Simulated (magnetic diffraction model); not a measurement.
**Moment size from magnetic intensity in VBi2Se5**

Space group Pnma (no. 62), a = 12.1340 Å, b = 8.5220 Å, c = 7.9150 Å.

| site | atom | x | y | z |
| --- | --- | --- | --- | --- |
| 8d | Bi | 0.1790 | 0.5045 | 0.9560 |
| 4c | Se | 0.2029 | 1/4 | 0.6691 |
| 4c | Se | 0.9953 | 1/4 | 0.9402 |
| 4c | Se | 0.8118 | 1/4 | 0.3499 |
| 8d | Se | 0.9207 | 0.9658 | 0.6702 |
| 4c | V | 0.9979 | 1/4 | 0.5698 |

This is a made-up structure (elements placed in a structure type, unrelaxed), so the numbers test the method and describe no known phase.

Only V is taken to order (form factors of V4+); orders and moment sizes are assumed, and not adapted to the symmetry. Radiation: neutrons of λ = 2.567 Å, 8° to 45°; isotropic B of 0.39 Å² (Bi), 0.8 Å² (Se) and 0.7 Å² (V). The intensities are simulated: I ∝ L Σ (|F_N|² + |F_M⊥|²) for unpolarised neutrons, with F_M = 2.695 fm/μB × Σ f(s) S exp(2πi Q·r) exp(−B s²) at Q = H ± k (one set where k and −k are equivalent), only the part normal to Q counting and L = 1/(sin²θ cos θ). For collinear order S is the moment m, which repeats by lattice and centring translations R with the sign exp(−2πi k·R). Form factors are spin-only for 3d ions and dipole or tabulated for f ions, scattering lengths are Sears's of 1992, and absorption is left out. A label names one of the reflections at its angle. The strongest nuclear line in the range is 100, and lines under 0.2 are left out.

In a first state the assumed order is k = (0 0 0), collinear moments along [001], 0.87 μB on V; signs + at (0.9979, 1/4, 0.5698), − at (0.4979, 1/4, 0.9302), + at (0.0021, 3/4, 0.4302), − at (0.5021, 3/4, 0.0698), with this pattern:

```tsv
2θ (°)	index	nuclear	magnetic
12.14	(1 0 0)	0.0	19.5
22.33	(1 0 1)	60.1	0.0
24.43	(2 0 0)	42.9	0.0
28.40	(1 1 1)	1.8	1.3
30.10	(2 1 0)	0.9	0.0
30.92	(2 0 1)	0.0	2.7
35.06	(0 2 0)	30.3	0.0
37.00	(3 0 0)	0.0	1.7
37.24	(1 2 0)	0.0	3.3
37.85	(0 0 2)	9.8	0.0
39.89	(1 0 2)	0.6	0.1
40.01	(0 2 1)	0.0	1.8
41.75	(3 0 1)	1.8	0.0
41.90	(0 1 2)	0.0	0.3
41.96	(1 2 1)	19.6	0.0
43.20	(2 2 0)	2.1	0.0
```
(The table stops after 16 lines; 1 more lie at higher angle.)

**Question.** Nearer the ordering temperature the line at 12.14° has total intensity 4.8 on the same scale, and all moments have shrunk alike. How large is the V moment?

The nuclear part, 0.0, stays, so the magnetic part is 4.8 against 19.5. It goes as m², so m = 0.87 × √(4.8/19.5) = 0.43 μB; the value used was 0.43 μB.

[Logs are printed without paths, hosts, clocks, repeated set-up lines and the standing remarks that a program may print on its own settings, such as how far it seeks lower states.]
